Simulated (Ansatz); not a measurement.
# LaInO3 (Pnma): band gap by G0W0 on r2SCAN, part 2 of 2

Aim: the quasiparticle gap of LaInO3 (Pnma), starting from r2SCAN.

Ansatz 0.2.0; r2SCAN, then G0W0 on it, plane waves, PAW. Known limits of the many-body steps: finite bands, screening cutoff and k mesh; no spin-orbit coupling in G0W0; d shells not analysed; screening cutoff under 40 eV in some runs.

So far. Step 2 (The r2SCAN band structure): Over mesh and path the gap is 3.556 eV, direct, at k = Γ.

In doubt: masses and optical values from hybrid runs of this build are listed as unsure (in some of the runs), which bears on the screening that GW takes from such a start.

### Step 3. G0W0 on the 2×2×2 mesh

G0W0 replaces the xc potential by a self-energy built once from the orbitals of the start. Levels are corrected in the window of bands that the input names, at points of the mesh.

This step: G0W0 on r2SCAN, plane waves, PAW.

input.yaml reads:

```yaml
crystal:
  lattice:
    - [5.9404, 0.0, 0.0]
    - [0.0, 8.2158, 0.0]
    - [0.0, 0.0, 5.7229]
  atoms:
    - { symbol: La, position: [0.9463878522, 0.25, 0.0153056097] }
    - { symbol: La, position: [0.5536121478, 0.75, 0.5153056097] }
    - { symbol: La, position: [0.4463878522, 0.25, 0.4846943903] }
    - { symbol: La, position: [0.0536121478, 0.75, 0.9846943903] }
    - { symbol: In, position: [0.0, 0.0, 0.5] }
    - { symbol: In, position: [0.5, 0.0, 0.0] }
    - { symbol: In, position: [0.5, 0.5, 0.0] }
    - { symbol: In, position: [0.0, 0.5, 0.5] }
    - { symbol: O, position: [0.0443817441, 0.25, 0.6126999622] }
    - { symbol: O, position: [0.4556182559, 0.75, 0.1126999622] }
    - { symbol: O, position: [0.5443817441, 0.25, 0.8873000378] }
    - { symbol: O, position: [0.9556182559, 0.75, 0.3873000378] }
    - { symbol: O, position: [0.1980525852, 0.0593550042, 0.1955759518] }
    - { symbol: O, position: [0.3019474148, 0.9406449958, 0.6955759518] }
    - { symbol: O, position: [0.6980525852, 0.4406449958, 0.3044240482] }
    - { symbol: O, position: [0.8019474148, 0.5593550042, 0.8044240482] }
    - { symbol: O, position: [0.8019474148, 0.9406449958, 0.8044240482] }
    - { symbol: O, position: [0.6980525852, 0.0593550042, 0.3044240482] }
    - { symbol: O, position: [0.3019474148, 0.5593550042, 0.6955759518] }
    - { symbol: O, position: [0.1980525852, 0.4406449958, 0.1955759518] }
kpoints:
  mp_grid: { grid: [2, 2, 2] }
hamiltonian:
  xc: r2scan
scf:
  occupations: { method: fixed }
gw:
  n_empty_bands: 940
  ecut_chi: 130.0
  qp_bands: [v4, c4]
  qp_kpoints: band_edges
  screening: { model: contour_deformation }
```

Started as:

```bash
> ansatz run input.yaml --threads 24 --pin off --max-ram 82944MiB --backend cuda --events-out ev --progress --plain --runs-dir out --devices 1 --max-vram 78GiB
```

Numbers of over 12 decimals in the logs are rounded to 6 here.

What it wrote:

```text
GPUs: using 1 of 1 available (devices: 1).
[...]
Crystal: 20 atoms, lattice volume = 279.307 Å³
Basis set: ecut = 500 eV, 7101 PW (Γ), exchange–correlation on 180×240×180 points (64 copies of the dense FFT grid, shifted against one another)
Bands: 104, of which v1, the nominal top of the filled ones, is band 84 counted from 1 (83 counted from 0)
Symmetry: 8 space group operations
[...]
k-points: 8
[...]
SCF iter   1: F=—  HF=-54353.308298 eV  |F-HF|=—  |Δ(HF+E_count)|=         —  Δρ=1.29e-2  dr2=5.35e-1  dr2_τ=7.56e-1  ethr=1.77e-3  ⟨swp⟩=4.8  Hψ=2949  notcnv=0  defer=127
[...]
SCF iter   8: F=-54353.699034 eV  HF=-54353.699034 eV  |F-HF|=1.40e-8  |Δ(HF+E_count)|=   1.07e-7  Δρ=4.01e-6  dr2=4.40e-8  dr2_τ=1.31e-9  ethr=5.95e-11  ⟨swp⟩=11.0  Hψ=3922  notcnv=0
SCF 1 converged in 8 iterations: F = -54353.699034 eV  dr2 = 4.40e-8
[...]
SCF converged after 8 iterations
[...]
1    81      9.3878   -25.7647     4.4412   -20.9682  0.7624     9.0309     9.0325  root
     1    82      9.3878   -25.7647     4.4412   -20.9682  0.7624     9.0309     9.0325  root
     1    83      9.4567   -26.2490     4.3026   -21.5895  0.7665     9.0983     9.0998  root
     1    84      9.4567   -26.2490     4.3026   -21.5895  0.7665     9.0983     9.0998  root
     1    85     14.8950   -14.1274    -5.4498   -21.4003  0.7994    16.7616    16.7181  root
     1    86     14.8950   -14.1274    -5.4498   -21.4003  0.7994    16.7616    16.7181  root
     1    87     15.1966   -18.6395    -8.6778   -30.7935  0.7527    19.0764    18.6728  root ?
     1    88     15.1966   -18.6395    -8.6778   -30.7935  0.7527    19.0764    18.6728  root ?
     2    81      9.3953   -26.1304     4.4024   -21.3779  0.7638     9.0437     9.0452  root
     2    82      9.3953   -26.1304     4.4024   -21.3779  0.7638     9.0437     9.0452  root
     2    83      9.7064   -27.3509     4.0090   -23.0002  0.7732     9.3635     9.3647  root
     2    84      9.7064   -27.3509     4.0090   -23.0002  0.7732     9.3635     9.3647  root
     2    85     14.2441   -12.5926    -4.0203   -17.4712  0.8199    15.1079    15.1024  root
     2    86     14.2441   -12.5926    -4.0203   -17.4712  0.8199    15.1079    15.1024  root
     2    87     15.2003   -18.7679    -8.6893   -30.9427  0.7524    19.0941    18.6859  root ?
     2    88     15.2003   -18.7679    -8.6893   -30.9427  0.7524    19.0941    18.6859  root ?
     3    81      9.3773   -26.1298     4.3234   -21.4632  0.7641     9.0327     9.0342  root
     3    82      9.3773   -26.1298     4.3234   -21.4632  0.7641     9.0327     9.0342  root
     3    83      9.5907   -26.3759     4.3087   -21.7219  0.7673     9.2441     9.2455  root
     3    84      9.5907   -26.3759     4.3087   -21.7219  0.7673     9.2441     9.2455  root
     3    85     15.1125   -15.5266    -6.6512   -24.7111  0.7818    17.7668    17.6457  root ?
     3    86     15.1125   -15.5266    -6.6512   -24.7111  0.7818    17.7668    17.6457  root ?
     3    87     15.1894   -16.9402    -7.7201   -27.7353  0.7656    18.5016    18.2645  root ?
     3    88     15.1894   -16.9402    -7.7201   -27.7353  0.7656    18.5016    18.2645  root ?
     4    81      9.4046   -25.8531     4.4361   -21.0385  0.7631     9.0243     9.0261  root
     4    82      9.4046   -25.8531     4.4361   -21.0385  0.7631     9.0243     9.0261  root
     4    83      9.5253   -26.5818     4.2684   -21.9788  0.7668     9.1895     9.1908  root
     4    84      9.5253   -26.5818     4.2684   -21.9788  0.7668     9.1895     9.1908  root
     4    85     14.8489   -13.9117    -5.3188   -20.9952  0.8014    16.6527    16.6136  root
     4    86     14.8489   -13.9117    -5.3188   -20.9952  0.8014    16.6527    16.6136  root
     4    87     15.1747   -18.0210    -8.3196   -29.6879  0.7569    18.8559    18.5221  root ?
     4    88     15.1747   -18.0210    -8.3196   -29.6879  0.7569    18.8559    18.5221  root ?
     5    81      9.6386   -26.2548     4.3478   -21.5504  0.7655     9.2805     9.2820  root
     5    82      9.6386   -26.2548     4.3478   -21.5504  0.7655     9.2805     9.2820  root
     5    83      9.6778   -27.3312     3.9906   -23.0218  0.7734     9.3580     9.3590  root
     5    84      9.6778   -27.3312     3.9906   -23.0218  0.7734     9.3580     9.3590  root
     5    85     15.2419   -18.8276    -8.7108   -31.0284  0.7527    19.1406    18.7318  root ?
     5    86     15.2419   -18.8276    -8.7108   -31.0284  0.7527    19.1406    18.7318  root ?
     5    87     15.2512   -19.2954    -8.8914   -31.7703  0.7484    19.2622    18.8347  root ?
     5    88     15.2512   -19.2954    -8.8914   -31.7703  0.7484    19.2622    18.8347  root ?
     6    81      9.3825   -25.9006     4.3583   -21.1795  0.7642     9.0182     9.0198  root
     6    82      9.3825   -25.9006     4.3583   -21.1795  0.7642     9.0182     9.0198  root
     6    83      9.3825   -25.9006     4.3583   -21.1795  0.7642     9.0182     9.0198  root
     6    84      9.3825   -25.9006     4.3583   -21.1795  0.7642     9.0182     9.0198  root
     6    85     15.1424   -16.0675    -6.9424   -25.7122  0.7756    17.9959    17.8448  root ?
     6    86     15.1424   -16.0675    -6.9424   -25.7122  0.7756    17.9959    17.8448  root ?
     6    87     15.1424   -16.0675    -6.9424   -25.7122  0.7756    17.9959    17.8448  root ?
     6    88     15.1424   -16.0675    -6.9424   -25.7122  0.7756    17.9959    17.8448  root ?
     7    81      9.5253   -26.4278     4.2896   -21.7868  0.7664     9.1725     9.1740  root
     7    82      9.5253   -26.4278     4.2896   -21.7868  0.7664     9.1725     9.1740  root
     7    83      9.5253   -26.4278     4.2896   -21.7868  0.7664     9.1725     9.1740  root
     7    84      9.5253   -26.4278     4.2896   -21.7868  0.7664     9.1725     9.1740  root
     7    85     15.2342   -18.9714    -8.8072   -31.2932  0.7509    19.1792    18.7487  root ?
     7    86     15.2342   -18.9714    -8.8072   -31.2932  0.7509    19.1792    18.7487  root ?
     7    87     15.2342   -18.9714    -8.8072   -31.2932  0.7509    19.1792    18.7487  root ?
     7    88     15.2342   -18.9714    -8.8072   -31.2932  0.7509    19.1792    18.7487  root ?
```

Elapsed: 18 s, on 1 × NVIDIA GB200 (shared by 2 runs) with 24 threads of Arm Neoverse V2, shared host; peak memory 4.3 GiB; 57 s of CPU time.

This step gave:

| Quantity | Value |
| --- | --- |
| bands summed | 1024 |
| RPA ε∞ on this mesh (eigenvalues) | 4.120, 4.235, 4.342 |
| plane waves in the screening matrix | 951 |
| q-points in the mesh | 8 |
| G0W0 gap over the corrected points | 4.528 eV |
| k of the valence top | 0, 0, 0 |
| k of the conduction bottom | 0, 0, 0 |
| starting gap on the mesh | 3.554 eV |
| Z at the valence top | 0.7728 |
| Z at the conduction bottom | 0.8245 |
| least direct G0W0 gap over the corrected points | 4.528 eV |

Over all 8 irreducible mesh points the G0W0 gap is 4.528 eV, direct, at k = Γ. The r2SCAN gap of this run on the mesh is 3.554 eV. The two states that bound the G0W0 gap lie that far apart at the start, so the correction of the gap is 4.528 − 3.554 = +0.974 eV. The start of this run differs from the step before in mesh (4×4×4 and 2×2×2). The program marks 25 of the 64 corrected levels as in doubt (energies apart, Σc rises), neither edge state among them.

Labels follow the order of the start: v1 is the top filled band, c1 the lowest empty one; levels that stay degenerate share a row, the window can cut a multiplet, doubted levels are not marked in this list, bands outside the window were not corrected, and the list may be a part of the corrected levels. Levels before and after the correction, in eV, zero at the valence-band top of each column:

```
           conduction bottom  valence top
Kohn-Sham               3.55         0.00
     G0W0               4.53         0.00
```

```
           level  occupation  energy (eV)
Kohn-Sham   Γ v4           2       -0.406
Kohn-Sham   Γ v3           2       -0.294
Kohn-Sham   Γ v2           2       -0.145
Kohn-Sham   Γ v1           2        0.000
Kohn-Sham   Γ c1           0        3.554
Kohn-Sham   Γ c2           0        5.339
Kohn-Sham   Γ c3           0        5.391
Kohn-Sham   Γ c4           0        5.445
     G0W0   Γ v4           2       -0.405
     G0W0   Γ v3           2       -0.332
     G0W0   Γ v2           2       -0.178
     G0W0   Γ v1           2        0.000
     G0W0   Γ c1           0        4.528
     G0W0   Γ c2           0        8.684
     G0W0   Γ c3           0        9.252
     G0W0   Γ c4           0        9.224
```

The parts of the quasiparticle energy for the two states that bound the G0W0 gap, in eV on the run's own scale (QP = start + Σx + Σc − Vxc, with Σc at the quasiparticle energy):

```
             edge  k  band   start       Σx      Σc      Vxc      Z      QP
      valence top  Γ    84   9.791  −27.493   4.029  −23.141  0.773   9.469
conduction bottom  Γ    85  13.345  −12.516  −3.575  −16.741  0.825  13.997
```

### Step 4. Spin-orbit coupling in r2SCAN

This run has two-component orbitals with spin-orbit coupling.

This step: DFT, r2SCAN with spin-orbit coupling, plane waves, PAW.

Changes to input.yaml since step 3:

```diff
@@ -27,3 +27,14 @@
 kpoints:
-  mp_grid: { grid: [2, 2, 2] }
+  mp_grid: { grid: [4, 4, 4] }
+  band_path:
+    path:
+      - [0.0, 0.0, 0.0]
+      - [0.5, 0.0, 0.0]
+      - [0.5, 0.5, 0.0]
+      - [0.0, 0.5, 0.0]
+      - [0.0, 0.0, 0.5]
+      - [0.5, 0.0, 0.5]
+      - [0.5, 0.5, 0.5]
+      - [0.0, 0.5, 0.5]
+    npoints: 1
 hamiltonian:
@@ -32,7 +43,7 @@
   occupations: { method: fixed }
-gw:
-  n_empty_bands: 940
-  ecut_chi: 130.0
-  qp_bands: [v4, c4]
-  qp_kpoints: band_edges
-  screening: { model: contour_deformation }
+  n_extra_bands: 20
+magnetization:
+  noncollinear: true
+  spin_orbit: true
+output:
+  eigenvalues: true
```

What it wrote:

```text
[...]
GPUs: using 1 of 1 available (devices: 1).
[...]
non-collinear run that drives no moment, with spin-orbit: no starting moment large enough to seed its density (crystal.atoms[].spin), no starting occupations that ask for one, no magnetisation constraint and no magnetic field, so the semilocal B_xc is pinned to zero
concurrent solve slots: 14 of 24 are kept, ahead of what memory takes: no pass of the eigensolver takes more rounds on 14
[...]
Crystal: 20 atoms, lattice volume = 279.307 Å³
Basis set: ecut = 500 eV, 7101 PW (Γ), exchange–correlation on 180×240×180 points (64 copies of the dense FFT grid, shifted against one another)
Bands: 188, of which v1, the nominal top of the filled ones, is band 168 counted from 1 (167 counted from 0)
Symmetry: 8 space group operations + 8 with time reversal
[...]
k-points: 27 of 64
Projection manifold: j_resolved (fully-relativistic pseudo-atomic orbitals)
[...]
SCF iter   1: F=—  HF=-54258.899438 eV  |F-HF|=—  |Δ(HF+E_count)|=         —  Δρ=5.94e-2  dr2=8.63e0  dr2_τ=1.69e-1  dr2_m=0.00e0 (ungated)  ethr=3.10e-3  |M|=0.00e0 ∫|m|=0.00e0 μB  |m|>n=0.0e0 m-floor=0.0e0 τ_xc=0.0e0  β_m=0.30  ⟨swp⟩=3.3  Hψ=13035  notcnv=0  defer=22
[...]
spin=Noncollinear: Resta preconditioning applied to the charge; magnetization (m_x, m_y, m_z) channels mix plain (no charge-response kernel on spin).
SCF iter   2: F=—  HF=-54259.047458 eV  |F-HF|=—  |Δ(HF+E_count)|=   1.48e-1  Δρ=4.42e-2  dr2=4.88e0  dr2_τ=2.67e-2  dr2_m=0.00e0 (ungated)  ethr=3.10e-3  |M|=0.00e0 ∫|m|=0.00e0 μB  |m|>n=0.0e0 m-floor=0.0e0 τ_xc=0.0e0  β_m=0.65  ⟨swp⟩=3.3  Hψ=3534  notcnv=0  defer=216
[...]
SCF 1 converged in 10 iterations: F = -54258.833901 eV  dr2 = 1.87e-8
[...]
SCF converged after 10 iterations
[...]
```

Elapsed: 6.2 s, on 1 × NVIDIA GB200 (shared by 2 runs) with 24 threads; peak memory 1.7 GiB.

Numbers from this step:

| Quantity | Value |
| --- | --- |
| gap | 3.556 eV |
| valence top at | Γ |
| conduction bottom at | Γ |
| least direct gap | 3.556 eV |

Over mesh and listed points the gap is 3.556 eV, direct, at k = Γ. r2SCAN+SOC against r2SCAN: 3.556 − 3.556 = +0.000 eV, with the same mesh, set of files (read in its fully relativistic form for the spin-orbit run) and cutoff, and both edges at the same k points. The spin-orbit run sees mesh and listed points alone, so its gap is an upper bound: the coupling can move an edge off these points, and the change over the zone, its sign included where it is small, is not known.

### Step 5. The runs together

Each gap is the least one over the points named; times are wall times on shared hosts, not benchmarks. A G0W0 time includes the run's own self-consistent start. Runs with listed points see these and the mesh alone, so an edge that moves elsewhere is missed. Rows marked * are further runs, not shown as steps, whose inputs differ from the G0W0 step on the same start in the columns given; solver thresholds can differ too.

```
       level   mesh       files, cutoff   bands summed, screening                         points  gap (eV)  valence top  conduction bottom  least direct gap (eV)   time
      r2SCAN  4×4×4  soft_2 PAW, 500 eV                         -                  mesh and path     3.556            Γ                  Γ                  3.556  4.1 s
  r2SCAN+SOC  4×4×4  soft_2 PAW, 500 eV                         -         mesh and listed points     3.556            Γ                  Γ                  3.556  6.2 s
G0W0@r2SCAN*  2×2×2  soft_2 PAW, 500 eV                238, 39 eV  all 8 irreducible mesh points     4.753            Γ                  Γ                  4.753  4.6 s
G0W0@r2SCAN*  2×2×2  soft_2 PAW, 500 eV                520, 78 eV  all 8 irreducible mesh points     4.442            Γ                  Γ                  4.442  7.8 s
 G0W0@r2SCAN  2×2×2  soft_2 PAW, 500 eV              1024, 130 eV  all 8 irreducible mesh points     4.528            Γ                  Γ                  4.528   18 s
G0W0@r2SCAN*  2×2×2  soft_2 PAW, 500 eV  520, 78 eV, plasmon pole  all 8 irreducible mesh points     4.436            Γ                  Γ                  4.436  9.5 s
```

Computed less measured, in eV, for the reports listed at the start; nothing is added to the computed values:

```
             row  computed (eV)  4.46 eV (2021)  4.52 eV (2021)  4.13 eV (2017)  4.39 eV (2021)  4.35 eV (2021)
     r2SCAN, gap          3.556          −0.904          −0.964          −0.574          −0.834          −0.794
 r2SCAN+SOC, gap          3.556          −0.904          −0.964          −0.574          −0.834          −0.794
G0W0@r2SCAN, gap          4.528          +0.068          +0.008          +0.398          +0.138          +0.178
```

### Step 6. Outcome

| Property | Result |
| --- | --- |
| r2SCAN gap over mesh and path | 3.556 eV, direct, at k = Γ |
| G0W0@r2SCAN gap over all 8 irreducible mesh points | 4.528 eV, direct, at k = Γ |
| r2SCAN+SOC gap over mesh and listed points | 3.556 eV |
| GW settings | 2×2×2 mesh, 940 empty bands, screening to 130 eV |
| known limits | finite bands, screening cutoff and k mesh; no spin-orbit coupling in G0W0; d shells not analysed; screening cutoff under 40 eV in some runs |

**Reading.** Over all 8 irreducible mesh points the G0W0 gap is 4.528 eV, direct, at k = Γ. The r2SCAN gap of this run on the mesh is 3.554 eV. The two states that bound the G0W0 gap lie that far apart at the start, so the correction of the gap is 4.528 − 3.554 = +0.974 eV. The valence state moves by 9.469 − 9.791 = −0.322 eV and the conduction state by 13.997 − 13.345 = +0.652 eV, on the run's own scale; with 238 bands the edge states move by +0.060 and +1.259 eV, so the split between the edges depends on the bands and cutoff. Both edges that r2SCAN shows over mesh and path lie at k points where levels were corrected. Levels at other points were not corrected, so a lower G0W0 gap elsewhere in the zone is not ruled out. From 238 bands and 39 eV to 1024 bands and 130 eV the gap moves by 4.528 − 4.753 = −0.225 eV (rung by rung 4.753, 4.442, 4.528 eV); bands and screening cutoff rise together, so their parts are not told apart. The gap turns back along the series (4.753, 4.442, 4.528 eV), so no line is drawn and the limit is not known. With the plasmon pole model in place of the contour deformation model and all else as in the G0W0@r2SCAN row with 520 bands, the gap differs by 4.436 − 4.442 = −0.006 eV. G0W0 on other starts in this series, not shown as steps and not all at these settings: 4.795 eV on HSE06 (2×2×2, soft_2 PAW, 520 bands, 78 eV) and 4.991 eV on PBE0 (2×2×2, soft_2 PAW, 520 bands, 78 eV). r2SCAN+SOC against r2SCAN: 3.556 − 3.556 = +0.000 eV, with the same mesh, set of files (read in its fully relativistic form for the spin-orbit run) and cutoff, and both edges at the same k points. The spin-orbit run sees mesh and listed points alone, so its gap is an upper bound: the coupling can move an edge off these points, and the change over the zone, its sign included where it is small, is not known. What spin-orbit coupling does to the G0W0 levels was not computed, so no sum with the G0W0 gap is formed. Against experiment, G0W0@r2SCAN at 4.528 eV lies +0.068 eV from 4.46 eV (2021), +0.008 eV from 4.52 eV (2021), +0.398 eV from 4.13 eV (2017), +0.138 eV from 4.39 eV (2021) and +0.178 eV from 4.35 eV (2021). The reports themselves run from 4.13 eV to 4.52 eV. The differences hold parts that these runs do not separate: finite bands, cutoffs and mesh, points of the zone that were not corrected, the start of G0W0, spin-orbit coupling missing from it, static nuclei, no electron-hole attraction, and what each experiment reads as the gap. How much each gives is not known from the steps shown. For the G0W0 step: the program marks 25 of the 64 corrected levels as in doubt (energies apart, Σc rises), neither edge state among them. The G0W0 runs are scalar-relativistic. One-shot GW is known to converge slowly in bands for compounds with shallow d shells. The cell holds In; the filling of the d shell and its place against the gap were not analysed here. The cell holds La; where the f levels lie against the gap was not analysed here. No pair of G0W0 runs that differ in the mesh alone is shown (2×2×2 is a supercell whose nearest images lie 11 Å apart), so the error from the mesh is not known here. G0W0@r2SCAN runs of this series with other atomic data on the same mesh, not shown as steps, give 4.425 eV (hard PAW, 1050 eV, 536 bands, screening to 78 eV; the table's row with the same empty bands and screening cutoff has 4.442 eV); where bands and cutoffs differ too, the part of the files is not isolated. A screening cutoff under 40 eV is crude: G0W0@r2SCAN with 238 bands at 39 eV.

[Paths, hosts, dates, memory and timing lines, banners, echoed tables and standing remarks are left out of the program output.]

[Logs are printed without paths, hosts, clocks, repeated set-up lines and the standing remarks that a program may print on its own settings, such as how far it seeks lower states.]

[Runs of the session that timed out or met a known fault of the program may be left out.]

[Cells called generated may have been cut or substituted from an entry of the Crystallography Open Database or the Materials Project.]

[Hosts, paths, dates, database ids (printed as entryN), source tags and the programs' standing remarks are cut or masked in the printed files.]

[Where an RPA ε∞ is given, it is that of the G0W0 mesh and is not shown converged in it. Names of k-points follow the symmetry that the program found, which can be lower than the space group named. Band edges on a path are those of the sampled points; other points can move an edge, and change direct to indirect where valleys lie close.]

[Hybrid gaps are those of their k-mesh and are not shown converged in it.]
